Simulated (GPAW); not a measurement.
Consider P on a As site in TaSiAs.

```xyz
24
Lattice="0.0000 6.9980 0.0000 -6.9980 0.0000 0.0000 3.4990 3.4990 7.8570" Properties=species:S:1:pos:R:3 pbc="T T T"
Ta    0.0000    8.7475    5.8370
Ta   -3.4990    8.7475    5.8532
Ta    0.0000    5.2485    5.8532
Ta   -3.4990    5.2485    5.8415
Ta   -5.2720    7.0215    2.0157
Ta   -1.7260    7.0215    2.0157
Ta   -5.2720    3.4755    2.0157
Ta   -1.7260    3.4755    2.0157
P     0.0000    1.7495    3.0360
As   -3.4990    1.7495    3.0632
As    0.0000    5.2485    3.0632
As   -3.4990    5.2485    3.0490
As    1.7465    7.0010    4.7948
As   -1.7465    7.0010    4.7948
As    1.7465    3.4960    4.7948
As   -1.7465    3.4960    4.7948
Si   -1.7516    5.2485    7.8553
Si    1.7516    5.2485    7.8553
Si   -5.2488    5.2485    0.0061
Si   -1.7492    5.2485    0.0061
Si   -3.4990    3.5011    7.8553
Si   -3.4990    6.9983    0.0061
Si   -3.4990    6.9959    7.8553
Si   -3.4990    3.4987    0.0061
```

Absorber: atom 9, with 4 Ta at 2.65 Å, 1 Ta at 2.80 Å and 4 As at 3.03 Å (9-fold; the defect atom itself). Method: GPAW, LDA, excited-electron core hole (neutral cell), 24-atom cell with 7.0 Å between holes, 3×3×3 k points, dipole transitions, Gaussian full width 0.9 eV up to 4 eV, rising linearly to 3.5 eV at 25 eV, without spin-orbit coupling.

What does the P K edge look like?

Main maxima up to 24 eV above the zero (height): 2.6 eV (1.70), 3.9 eV (2.15), 14.1 eV (0.91) and 20.2 eV (0.88). A K edge sees empty p states on the absorber. The total-energy difference is 2146.82 eV. One term is added: -15.84 eV, since the hole is spin-paired here and a spin-polarised one costs that much less in the free atom (computed apart). The photon energy is then 2130.98 eV. The functional leaves an error in such absolute values: in the free atom LDA prices this hole 8.5 eV below PBE (computed apart), and PBE is itself good to a few eV.

The P K spectrum (energy from the lowest empty level; intensity scaled to a mean of 1 over the first 20 eV):

| E (eV) | isotropic | ε ∥ x | ε ∥ z |
| --- | --- | --- | --- |
| -2.0 | 0.00 | 0.00 | 0.00 |
| -1.5 | 0.00 | 0.00 | 0.00 |
| -1.0 | 0.01 | 0.01 | 0.00 |
| -0.5 | 0.10 | 0.11 | 0.08 |
| 0.0 | 0.45 | 0.50 | 0.35 |
| 0.5 | 0.87 | 0.95 | 0.73 |
| 1.0 | 1.31 | 1.45 | 1.04 |
| 1.5 | 1.58 | 1.82 | 1.10 |
| 2.0 | 1.65 | 1.58 | 1.79 |
| 2.5 | 1.70 | 1.09 | 2.93 |
| 3.0 | 1.62 | 0.97 | 2.93 |
| 3.5 | 1.85 | 1.60 | 2.35 |
| 4.0 | 2.13 | 2.43 | 1.55 |
| 4.5 | 1.59 | 1.87 | 1.05 |
| 5.0 | 1.09 | 1.16 | 0.95 |
| 5.5 | 0.91 | 0.99 | 0.76 |
| 6.0 | 0.77 | 0.86 | 0.60 |
| 6.5 | 0.72 | 0.79 | 0.58 |
| 7.0 | 0.73 | 0.82 | 0.56 |
| 7.5 | 0.75 | 0.84 | 0.57 |
| 8.0 | 0.77 | 0.86 | 0.59 |
| 8.5 | 0.81 | 0.90 | 0.62 |
| 9.0 | 0.81 | 0.88 | 0.66 |
| 9.5 | 0.79 | 0.84 | 0.67 |
| 10.0 | 0.79 | 0.86 | 0.64 |
| 10.5 | 0.81 | 0.91 | 0.62 |
| 11.0 | 0.83 | 0.92 | 0.65 |
| 11.5 | 0.84 | 0.88 | 0.76 |
| 12.0 | 0.85 | 0.83 | 0.88 |
| 12.5 | 0.86 | 0.83 | 0.93 |
| 13.0 | 0.88 | 0.88 | 0.89 |
| 13.5 | 0.90 | 0.95 | 0.80 |
| 14.0 | 0.91 | 1.00 | 0.73 |
| 14.5 | 0.91 | 0.98 | 0.75 |
| 15.0 | 0.90 | 0.93 | 0.84 |
| 15.5 | 0.87 | 0.85 | 0.92 |
| 16.0 | 0.84 | 0.78 | 0.96 |
| 16.5 | 0.80 | 0.73 | 0.95 |
| 17.0 | 0.77 | 0.70 | 0.91 |
| 17.5 | 0.76 | 0.71 | 0.87 |
| 18.0 | 0.77 | 0.74 | 0.84 |
| 18.5 | 0.79 | 0.77 | 0.84 |
| 19.0 | 0.83 | 0.80 | 0.87 |
| 19.5 | 0.86 | 0.82 | 0.94 |
| 20.0 | 0.88 | 0.82 | 0.99 |
| 20.5 | 0.88 | 0.80 | 1.02 |
| 21.0 | 0.85 | 0.77 | 1.01 |
| 21.5 | 0.80 | 0.72 | 0.96 |
| 22.0 | 0.74 | 0.67 | 0.89 |
| 22.5 | 0.69 | 0.63 | 0.83 |
| 23.0 | 0.66 | 0.59 | 0.79 |
| 23.5 | 0.64 | 0.58 | 0.76 |
| 24.0 | 0.64 | 0.59 | 0.75 |
| 24.5 | 0.66 | 0.61 | 0.75 |
| 25.0 | 0.68 | 0.65 | 0.75 |
| 25.5 | 0.72 | 0.70 | 0.76 |
| 26.0 | 0.75 | 0.74 | 0.75 |
| 26.5 | 0.77 | 0.78 | 0.73 |
| 27.0 | 0.77 | 0.81 | 0.70 |

In so small a cell the defects form an ordered array, and no site is far from one. The mesh is coarse (0.33 Å⁻¹ between points), so small maxima may be mesh ripples.

[Banner, clock and machine lines of the logs are left out without a mark of their own.]

[Logs are printed without paths, hosts, clocks, repeated set-up lines and the standing remarks that a program may print on its own settings, such as how far it seeks lower states.]

[Hosts, paths, dates, database ids (printed as entryN), source tags and the programs' standing remarks are cut or masked in the printed files.]

[Lists of maxima count a maximum above −3 eV only where it reaches 4 % of the highest in the window and stands out from its surroundings by 2 % of it (1.5 % where it reaches 55 %); shoulders and weaker maxima are passed over, and of the rest the first, up to two pre-edge ones and the few strongest are named.]
